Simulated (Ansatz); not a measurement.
# BaBe3C: relaxing a made-up structure

Starting from a made-up structure for BaBe3C, the aim is the relaxed cell, its shortest contacts and, where a second run follows, its electronic structure.

Main program and level: Ansatz 0.2.0; DFT, PBE, plane-wave PAW, files of the set soft_1, scalar-relativistic, no spin, cell and ions relaxed at zero pressure; PAW set soft_1, in the first sound run; inputs show where later runs differ.

## (1) Starting point

Symmetry: Pm-3m, No. 221, cubic system. Conventional cell: a = 4.333 Å, b = 4.333 Å, c = 4.333 Å, α = 90.00°, β = 90.00°, γ = 90.00°. Ba has 12 Be at 3.06 Å and 8 C at 3.75 Å nearest. Nearest to C lie 6 Be at 2.17 Å and 8 Ba at 3.75 Å. Nearest to Be lie 2 C at 2.17 Å and 8 Be at 3.06 Å and 4 Ba at 3.06 Å. Farther neighbours are not listed.

## (2) Relaxing cell and atoms

The guess takes its coordinates from another compound and its volume from a rule, so the cell and any free coordinates are relaxed together.

File input.yaml:

```yaml
crystal:
  lattice:
    - [4.333, 0.0, 0.0]
    - [0.0, 4.333, 0.0]
    - [0.0, 0.0, 4.333]
  atoms:
    - { symbol: Ba, position: [0.0, 0.0, 0.0] }
    - { symbol: C, position: [0.5, 0.5, 0.5] }
    - { symbol: Be, position: [0.5, 0.5, 0.0] }
    - { symbol: Be, position: [0.5, 0.0, 0.5] }
    - { symbol: Be, position: [0.0, 0.5, 0.5] }
kpoints:
  mp_grid: { grid: [6, 6, 6] }
scf:
  occupations: { method: fermi_dirac, width: 0.05 }
hamiltonian:
  xc: pbe
  pseudopotentials: { kind: paw, azcp: { folder: soft_1 } }
relax:
  f_tol: 0.015
  max_steps: 70
  cell: {}
output:
  forces: true
  stress: true
```

The run is started by

```sh
> ansatz run input.yaml --threads 4 --pin off --max-ram 8192MiB --backend cpu --events-out ev --progress --plain --runs-dir out
```

Numbers of over 12 decimals in the logs are rounded to 6 here.

What it wrote:

```text
Engine: ansatz 0.2.0, aarch64-unknown-linux-gnu
Pseudopotentials: kind: paw
Pseudopotential: Ba, paw, valence charge 10, recommended cutoff 420 eV (normal), soft_1/Ba.paw.azcp
Pseudopotential: C, paw, valence charge 4, recommended cutoff 420 eV (normal), soft_1/C.paw.azcp
Pseudopotential: Be, paw, valence charge 2, recommended cutoff 420 eV (normal), soft_1/Be.paw.azcp
Functional definition: PBE
  parameter kappa = 0.804
  parameter beta = 0.066725
  exchange = pbe_x(kappa = kappa, mu = beta*pi^2/3)
  correlation = pbe_c(beta = beta)
Crystal: 5 atoms, lattice volume = 81.352 Å³
Basis set: ecut = 420 eV, 1575 PW (Γ), exchange–correlation on 60×60×60 points (8 copies of the dense FFT grid, shifted against one another)
Bands: 15, of which v1, the nominal top of the filled ones, is band 10 counted from 1 (9 counted from 0)
Symmetry: 48 space group operations
Space group: Pm-3m (ITA 221), of the structure as read, at distance tolerance 4.3e-5 Å
k-points: 20 of 216
Non-local potential: Ba, projectors of the file, l = 0: 3, l = 1: 2, l = 2: 2, l = 3: 2
Non-local potential: C, projectors of the file, l = 0: 2, l = 1: 2, l = 2: 1
Non-local potential: Be, projectors of the file, l = 0: 2, l = 1: 2, l = 2: 1
PAW form: soft (Blöchl's): semilocal exchange-correlation on the pseudo side does not see the compensation charge
PAW one-centre angular grid: Ba, 194 points (default); XC on 64 Gauss nodes
PAW one-centre angular grid: C, 110 points (default); XC on 64 Gauss nodes
PAW one-centre angular grid: Be, 110 points (default); XC on 64 Gauss nodes
Initial density: superposition of atomic densities (chi_scale 0.1, normalization cell, long waves kept (reshape's long-wave potential 0.00 eV rms))
Initial wavefunctions: pseudopotential atomic-orbital guess
Functional: x = pbe(κ = 0.804, μ = 0.219515), c = pbe(β = 0.066725)
SCF iter   1: F=—  HF=-6473.519748 eV  |F-HF|=—  |Δ(HF+E_count)|=         —  Δρ=3.89e-2  dr2=3.07e0  ethr=3.10e-3  ⟨swp⟩=7.6  Hψ=2012  notcnv=0
preconditioner: auto → Kerker (q_TF=auto, 2.159 Å⁻¹)  [metal: Δε(μ)=0.017 eV  Ē_g=8.979 eV  σ=0.050 eV  W_gap=0.08  n_scr=18 (ndim 8)  ℏωp=17.5 eV  f_vac=0.000  D(μ)=6.43/eV (n_scr^D=80)]
SCF iter   2: F=—  HF=-6472.968514 eV  |F-HF|=—  |Δ(HF+E_count)|=   5.51e-1  Δρ=1.42e-2  dr2=4.13e-1  ethr=3.10e-3  ⟨swp⟩=3.0  Hψ=735  notcnv=0
SCF iter   3: F=—  HF=-6472.870302 eV  |F-HF|=—  |Δ(HF+E_count)|=   9.82e-2  Δρ=7.93e-3  dr2=1.39e-1  ethr=2.07e-3  ⟨swp⟩=2.7  Hψ=422  notcnv=0
SCF iter   4: F=—  HF=-6472.823603 eV  |F-HF|=—  |Δ(HF+E_count)|=   4.67e-2  Δρ=1.04e-3  dr2=9.62e-4  ethr=6.94e-4  ⟨swp⟩=4.2  Hψ=648  notcnv=0
SCF iter   5: F=—  HF=-6472.823733 eV  |F-HF|=—  |Δ(HF+E_count)|=   1.29e-4  Δρ=1.74e-4  dr2=2.37e-5  ethr=4.81e-6  ⟨swp⟩=2.8  Hψ=520  notcnv=0
SCF iter   6: F=—  HF=-6472.823901 eV  |F-HF|=—  |Δ(HF+E_count)|=   1.68e-4  Δρ=3.15e-5  dr2=8.08e-7  ethr=1.19e-7  ⟨swp⟩=3.0  Hψ=535  notcnv=0
SCF iter   7: F=-6472.823901 eV  HF=-6472.823901 eV  |F-HF|=1.19e-8  |Δ(HF+E_count)|=   7.59e-8  Δρ=4.47e-6  dr2=2.62e-8  ethr=5.00e-10  ⟨swp⟩=4.0  Hψ=997  notcnv=0
SCF 1 converged in 7 iterations: F = -6472.823901 eV  dr2 = 2.62e-8
  greatest PAW one-centre occupation: 0.958 electrons in one spin orbital (limit 2), on the Ba atom at site 0 (counted from 0), in its partial waves of l = 0
relax step   1: F+E_penalty+E_count = -6472.82390123 eV  Δ(F+E_penalty+E_count) = +0.000e0 eV  max|allowed force component| = 6.771e-30 eV/Å  Δτ_max = 0.0000 Å  P = -6.422 GPa  Ω = 81.352 Å³  (7 SCF iters, dr2 threshold 1.00e-7 eV, accepted)
Crystal: 5 atoms, lattice volume = 69.819 Å³
Basis set: ecut = 420 eV, 1357 PW (Γ), exchange–correlation on 60×60×60 points (8 copies of the dense FFT grid, shifted against one another)
Initial density: handed on by an earlier stage of this run
Initial wavefunctions: those handed on with the density
iter 1 solved again at ethr=8.28e-5 eV; its pass at ethr=3.10e-3 eV (dr2=1.66e-2 eV) is discarded
SCF iter   1: F=—  HF=-6473.156176 eV  |F-HF|=—  |Δ(HF+E_count)|=         —  Δρ=5.16e-3  dr2=1.73e-2  ethr=8.28e-5  ⟨swp⟩=1.1  Hψ=2253  notcnv=0
preconditioner: auto → Kerker (q_TF=auto, 2.215 Å⁻¹)  [metal: Δε(μ)=0.042 eV  Ē_g=9.208 eV  σ=0.050 eV  W_gap=0.21  n_scr=18 (ndim 8)  ℏωp=18.9 eV  f_vac=0.000  D(μ)=5.76/eV (n_scr^D=80)]
SCF iter   2: F=—  HF=-6473.152827 eV  |F-HF|=—  |Δ(HF+E_count)|=   3.35e-3  Δρ=2.81e-3  dr2=5.08e-3  ethr=8.28e-5  ⟨swp⟩=2.3  Hψ=446  notcnv=0
SCF iter   3: F=—  HF=-6473.152019 eV  |F-HF|=—  |Δ(HF+E_count)|=   8.08e-4  Δρ=7.44e-4  dr2=5.92e-4  ethr=2.54e-5  ⟨swp⟩=2.1  Hψ=539  notcnv=0
SCF iter   4: F=—  HF=-6473.151928 eV  |F-HF|=—  |Δ(HF+E_count)|=   9.11e-5  Δρ=1.72e-4  dr2=1.84e-5  ethr=2.96e-6  ⟨swp⟩=2.1  Hψ=388  notcnv=0
SCF iter   5: F=—  HF=-6473.151940 eV  |F-HF|=—  |Δ(HF+E_count)|=   1.20e-5  Δρ=3.46e-5  dr2=1.18e-6  ethr=9.18e-8  ⟨swp⟩=2.1  Hψ=440  notcnv=0
SCF iter   6: F=-6473.151940 eV  HF=-6473.151940 eV  |F-HF|=2.77e-8  |Δ(HF+E_count)|=   9.92e-8  Δρ=5.08e-6  dr2=3.45e-8  ethr=2.50e-9  ⟨swp⟩=4.0  Hψ=984  notcnv=0
SCF 2 converged in 6 iterations: F = -6473.151940 eV  dr2 = 3.45e-8
relax step   2: F+E_penalty+E_count = -6473.15194002 eV  Δ(F+E_penalty+E_count) = -3.280e-1 eV  max|allowed force component| = 3.261e-30 eV/Å  Δτ_max = 0.0000 Å  P = -2.211 GPa  Ω = 69.819 Å³  energy of the carried Pulay correction = +3.535e-3 eV  (6 SCF iters, dr2 threshold 5.00e-7 eV, accepted)
Crystal: 5 atoms, lattice volume = 64.993 Å³
Basis set: ecut = 420 eV, 1309 PW (Γ), exchange–correlation on 60×60×60 points (8 copies of the dense FFT grid, shifted against one another)
iter 1 solved again at ethr=3.32e-5 eV; its pass at ethr=3.10e-3 eV (dr2=6.64e-3 eV) is discarded
SCF iter   1: F=—  HF=-6473.178239 eV  |F-HF|=—  |Δ(HF+E_count)|=         —  Δρ=2.83e-3  dr2=6.85e-3  ethr=3.32e-5  ⟨swp⟩=1.1  Hψ=2194  notcnv=0
preconditioner: auto → Kerker (q_TF=auto, 2.242 Å⁻¹)  [metal: Δε(μ)=0.015 eV  Ē_g=9.493 eV  σ=0.050 eV  W_gap=0.07  n_scr=18 (ndim 8)  ℏωp=19.5 eV  f_vac=0.000  D(μ)=4.55/eV (n_scr^D=56)]
SCF iter   2: F=—  HF=-6473.176579 eV  |F-HF|=—  |Δ(HF+E_count)|=   1.66e-3  Δρ=1.55e-3  dr2=2.15e-3  ethr=3.32e-5  ⟨swp⟩=1.6  Hψ=398  notcnv=0
SCF iter   3: F=—  HF=-6473.175879 eV  |F-HF|=—  |Δ(HF+E_count)|=   7.00e-4  Δρ=1.42e-4  dr2=2.12e-5  ethr=1.07e-5  ⟨swp⟩=2.0  Hψ=483  notcnv=0
SCF iter   4: F=—  HF=-6473.175857 eV  |F-HF|=—  |Δ(HF+E_count)|=   2.24e-5  Δρ=7.49e-5  dr2=4.07e-6  ethr=1.06e-7  ⟨swp⟩=2.0  Hψ=479  notcnv=0
SCF iter   5: F=-6473.175856 eV  HF=-6473.175856 eV  |F-HF|=1.81e-8  |Δ(HF+E_count)|=   7.44e-7  Δρ=1.46e-5  dr2=1.24e-7  ethr=2.50e-9  ⟨swp⟩=3.0  Hψ=1109  notcnv=0
SCF 3 converged in 5 iterations: F = -6473.175856 eV  dr2 = 1.24e-7
relax step   3: F+E_penalty+E_count = -6473.17585604 eV  Δ(F+E_penalty+E_count) = -2.392e-2 eV  max|allowed force component| = 1.528e-30 eV/Å  Δτ_max = 0.0000 Å  P = +1.207 GPa  Ω = 64.993 Å³  energy of the carried Pulay correction = +5.180e-3 eV  (5 SCF iters, dr2 threshold 5.00e-7 eV, accepted)
Crystal: 5 atoms, lattice volume = 66.494 Å³
iter 1 solved again at ethr=5.67e-6 eV; its pass at ethr=3.10e-3 eV (dr2=1.13e-3 eV) is discarded
SCF iter   1: F=—  HF=-6473.180298 eV  |F-HF|=—  |Δ(HF+E_count)|=         —  Δρ=1.04e-3  dr2=1.24e-3  ethr=5.67e-6  ⟨swp⟩=2.0  Hψ=2117  notcnv=0
preconditioner: auto → Kerker (q_TF=auto, 2.233 Å⁻¹)  [metal: Δε(μ)=0.032 eV  Ē_g=9.456 eV  σ=0.050 eV  W_gap=0.16  n_scr=18 (ndim 8)  ℏωp=19.3 eV  f_vac=0.000  D(μ)=5.01/eV (n_scr^D=56)]
SCF iter   2: F=—  HF=-6473.180023 eV  |F-HF|=—  |Δ(HF+E_count)|=   2.75e-4  Δρ=5.31e-4  dr2=3.03e-4  ethr=5.67e-6  ⟨swp⟩=1.8  Hψ=422  notcnv=0
SCF iter   3: F=—  HF=-6473.179911 eV  |F-HF|=—  |Δ(HF+E_count)|=   1.12e-4  Δρ=1.31e-4  dr2=2.58e-5  ethr=1.51e-6  ⟨swp⟩=2.1  Hψ=470  notcnv=0
SCF iter   4: F=-6473.179905 eV  HF=-6473.179905 eV  |F-HF|=1.76e-7  |Δ(HF+E_count)|=   6.09e-6  Δρ=3.19e-5  dr2=4.38e-7  ethr=2.50e-9  ⟨swp⟩=3.4  Hψ=1265  notcnv=0
SCF 4 converged in 4 iterations: F = -6473.179905 eV  dr2 = 4.38e-7
relax step   4: F+E_penalty+E_count = -6473.17990472 eV  Δ(F+E_penalty+E_count) = -4.049e-3 eV  max|allowed force component| = 3.931e-30 eV/Å  Δτ_max = 0.0000 Å  P = -0.179 GPa  Ω = 66.494 Å³  energy of the carried Pulay correction = +4.657e-3 eV  (4 SCF iters, dr2 threshold 5.00e-7 eV, accepted)
Crystal: 5 atoms, lattice volume = 66.280 Å³
iter 1 solved again at ethr=8.24e-8 eV; its pass at ethr=3.10e-3 eV (dr2=1.65e-5 eV) is discarded
SCF iter   1: F=—  HF=-6473.180120 eV  |F-HF|=—  |Δ(HF+E_count)|=         —  Δρ=1.53e-4  dr2=1.96e-5  ethr=8.24e-8  ⟨swp⟩=2.0  Hψ=2054  notcnv=0
preconditioner: auto → Kerker (q_TF=auto, 2.234 Å⁻¹)  [metal: Δε(μ)=0.029 eV  Ē_g=9.437 eV  σ=0.050 eV  W_gap=0.14  n_scr=18 (ndim 8)  ℏωp=19.4 eV  f_vac=0.000  D(μ)=4.96/eV (n_scr^D=56)]
SCF iter   2: F=—  HF=-6473.180101 eV  |F-HF|=—  |Δ(HF+E_count)|=   1.91e-5  Δρ=7.80e-5  dr2=4.72e-6  ethr=8.24e-8  ⟨swp⟩=2.4  Hψ=457  notcnv=0
SCF iter   3: F=—  HF=-6473.180100 eV  |F-HF|=—  |Δ(HF+E_count)|=   1.50e-6  Δρ=1.53e-5  dr2=2.62e-7  ethr=2.36e-8  ⟨swp⟩=2.1  Hψ=466  notcnv=0
SCF iter   4: F=-6473.180100 eV  HF=-6473.180100 eV  |F-HF|=2.48e-9  |Δ(HF+E_count)|=   4.25e-8  Δρ=3.12e-6  dr2=4.25e-9  ethr=4.00e-10  ⟨swp⟩=4.3  Hψ=990  notcnv=0
SCF 5 converged in 4 iterations: F = -6473.180100 eV  dr2 = 4.25e-9
relax step   5: F+E_penalty+E_count = -6473.18009986 eV  Δ(F+E_penalty+E_count) = -1.951e-4 eV  max|allowed force component| = 2.169e-30 eV/Å  Δτ_max = 0.0000 Å  P = -0.001 GPa  Ω = 66.280 Å³  energy of the carried Pulay correction = +4.731e-3 eV  (4 SCF iters, dr2 threshold 7.99e-8 eV, accepted)
Initial wavefunctions: pseudopotential atomic-orbital guess (no wavefunctions were taken with the density)
iter 1 solved again at ethr=2.26e-7 eV; its pass at ethr=3.10e-3 eV (dr2=4.52e-5 eV) is discarded
SCF iter   1: F=—  HF=-6473.177611 eV  |F-HF|=—  |Δ(HF+E_count)|=         —  Δρ=1.45e-4  dr2=1.47e-6  ethr=2.26e-7  ⟨swp⟩=3.0  Hψ=2744  notcnv=0
preconditioner: auto → Kerker (q_TF=auto, 2.234 Å⁻¹)  [metal: Δε(μ)=0.028 eV  Ē_g=9.438 eV  σ=0.050 eV  W_gap=0.14  n_scr=18 (ndim 8)  ℏωp=19.4 eV  f_vac=0.000  D(μ)=4.95/eV (n_scr^D=56)]
SCF iter   2: F=—  HF=-6473.177606 eV  |F-HF|=—  |Δ(HF+E_count)|=   5.40e-6  Δρ=7.66e-5  dr2=4.15e-7  ethr=7.34e-9  ⟨swp⟩=2.2  Hψ=455  notcnv=0
SCF iter   3: F=—  HF=-6473.177609 eV  |F-HF|=—  |Δ(HF+E_count)|=   3.21e-6  Δρ=1.16e-5  dr2=2.79e-8  ethr=2.07e-9  ⟨swp⟩=2.1  Hψ=478  notcnv=0
SCF iter   4: F=—  HF=-6473.177609 eV  |F-HF|=—  |Δ(HF+E_count)|=   5.32e-8  Δρ=1.27e-6  dr2=1.10e-9  ethr=1.40e-10  ⟨swp⟩=2.2  Hψ=438  notcnv=0
SCF iter   5: F=-6473.177609 eV  HF=-6473.177609 eV  |F-HF|=9.09e-12  |Δ(HF+E_count)|=  4.64e-11  Δρ=2.02e-7  dr2=2.70e-11  ethr=1.00e-12  ⟨swp⟩=3.2  Hψ=1237  notcnv=0
SCF 6 converged in 5 iterations: F = -6473.177609 eV  dr2 = 2.70e-11
relax step   6: F+E_penalty+E_count = -6473.17760926 eV  Δ(F+E_penalty+E_count) = +2.491e-3 eV  max|allowed force component| = 2.958e-30 eV/Å  Δτ_max = 0.0000 Å  P = -0.042 GPa  Ω = 66.280 Å³  stress off target by 4.18e-2 GPa  SCF on the basis re-selected at this cell (its energy is not comparable with the rows above)  (5 SCF iters)
basis re-selected at this cell: Δ(F+E_penalty+E_count) = +2.491e-3 eV, ΔP = -0.040 GPa vs the last step (what re-selecting the basis moved, of the pressure what is left beyond the Pulay correction that the steps carried, after the strain that the cell walked since its last selection, with what the two solves' SCF thresholds leave and, on support functions, any second-order correction that the steps lacked; it is no m [...]
SCF converged after 5 iterations
Free energy (F): -6473.177609 eV
Harris-Foulkes:  -6473.177609 eV  (|F-HF|=9.09e-12)
Internal energy: -6473.138439 eV  (E = F + TS)
E sigma→0 (E₀):  -6473.158024 eV
Entropy (-TS):   -0.039170 eV (-7.834 meV/atom)
Fermi energy:    10.126402 eV
--- Per-component energies (eV) ---
  E_band       = 14.992682
  E_kinetic    = 300.780105
  E_local      = -305.608644  (includes V_loc(G=0)·N_el)
  E_nonlocal   = 130.745654
  E_hartree    = 94.033345
  E_xc         = -303.278154
  E_vxc        = -244.690254  (∫ρ·V_xc dr)
  E_paw        = -5472.135732  (= ΣΔE_a)
  E_vpaw       = -54.300882  (= ΣTr[D̂ρ^β])
  E_aug_tail   = 0.000012  (compensation charges beyond the density's cutoff)
  E_ewald      = -917.675026
  E_smearing   = -0.039170  (= −TS)
  E_closure    = 0.000000  (closes the sum)
  Σ components = -6473.177609   (vs F -6473.177609, Δ=0.00e0)
--- Forces (eV/Å), atoms counted from 1 ---
  atom   1  Ba    -0.00000000    -0.00000000    -0.00000000
  atom   2  C      0.00000000     0.00000000     0.00000000
  atom   3  Be    -0.00000000     0.00000000     0.00000000
  atom   4  Be     0.00000000    -0.00000000     0.00000000
  atom   5  Be    -0.00000000    -0.00000000    -0.00000000
  max |Σ_I F_I| component: 2.89e-30 eV/Å
--- Stress (GPa, compression-positive) ---
       -0.041750       0.000000       0.000000
        0.000000      -0.041750       0.000000
        0.000000       0.000000      -0.041750
  P = ⅓ Tr σ = -0.0418 GPa (-0.418 kbar)
--- Relaxed structure (5 steps of the walk, 5 accepted, 1 SCFs on fresh bases) ---
  F+E_penalty+E_count = -6473.17760926 eV   max|allowed force component| = 2.958e-30 eV/Å   (the final SCF, on the basis selected at the relaxed cell)
  cell:  # Å, volume = 66.2804 Å³
    - [4.046955, 0, 0]
    - [0, 4.046955, 0.0]
    - [0, 0.0, 4.046955]
  atoms:
    - { symbol: Ba, position: [0, 0, 0] }
    - { symbol: C, position: [0.500000, 0.500000, 0.500000] }
    - { symbol: Be, position: [0.500000, 0.500000, 0] }
    - { symbol: Be, position: [0.500000, 0, 0.500000] }
    - { symbol: Be, position: [0, 0.500000, 0.500000] }
```

The job ended after 6 s (4 threads of Arm Neoverse V1, shared host; peak memory 0.45 GiB).

Relaxation path:

| step | energy less that of the first step (eV) | largest force component (eV/Å) | pressure (GPa) | volume (Å³) |
| --- | --- | --- | --- | --- |
| 1 | 0.0000 | 0.0000 | -6.42 | 81.35 |
| 2 | -0.3280 | 0.0000 | -2.21 | 69.82 |
| 3 | -0.3520 | 0.0000 | 1.21 | 64.99 |
| 4 | -0.3560 | 0.0000 | -0.18 | 66.49 |
| 5 | -0.3562 | 0.0000 | 0.00 | 66.28 |
| 6* | -0.3537 | 0.0000 | -0.04 | 66.28 |

Relaxation steps marked * repeat the geometry before them on a plane-wave basis chosen anew for their cell, so energy and pressure can jump there.

Forces are held to the 48 operations that the run works with; a distortion that breaks them can't arise in this run.

| conventional cell, symmetrised | before | after | change |
| --- | --- | --- | --- |
| a (Å) | 4.333 | 4.047 | -6.6 % |
| b (Å) | 4.333 | 4.047 | -6.6 % |
| c (Å) | 4.333 | 4.047 | -6.6 % |
| volume (Å³/atom) | 16.27 | 13.26 | -18.5 % |

Final coordinates:

```xyz
5
Lattice="4.0470 0.0000 0.0000 0.0000 4.0470 0.0000 0.0000 0.0000 4.0470" Properties=species:S:1:pos:R:3 pbc="T T T"
Ba    0.0000    0.0000    0.0000
C     2.0235    2.0235    2.0235
Be    2.0235    2.0235    0.0000
Be    2.0235    0.0000    2.0235
Be    0.0000    2.0235    2.0235
```

Numbers from this step:

| Quantity | Value |
| --- | --- |
| free energy | -6473.1776 eV |
| energy at zero smearing | -6473.1580 eV |
| smearing term TS | 0.03917 eV |
| Fermi energy | 10.13 eV |
| electrons | 20 |
| symmetry operations | 48 |
| pressure | -0.04175 GPa |

The shortest distance of each pair, which need not be the same contact before and after:

| pair | guess (Å) | relaxed (Å) |
| --- | --- | --- |
| Be–C | 2.167 | 2.023 |
| Ba–Be | 3.064 | 2.862 |
| Be–Be | 3.064 | 2.862 |
| Ba–C | 3.752 | 3.505 |
| Ba–Ba | 4.333 | 4.047 |

The relaxation ends with a pressure of -0.04 GPa.

[end of part 1 of 2]

[Logs are printed without paths, hosts, clocks, repeated set-up lines and the standing remarks that a program may print on its own settings, such as how far it seeks lower states.]

[Hosts, paths, dates, database ids (printed as entryN), source tags and the programs' standing remarks are cut or masked in the printed files.]
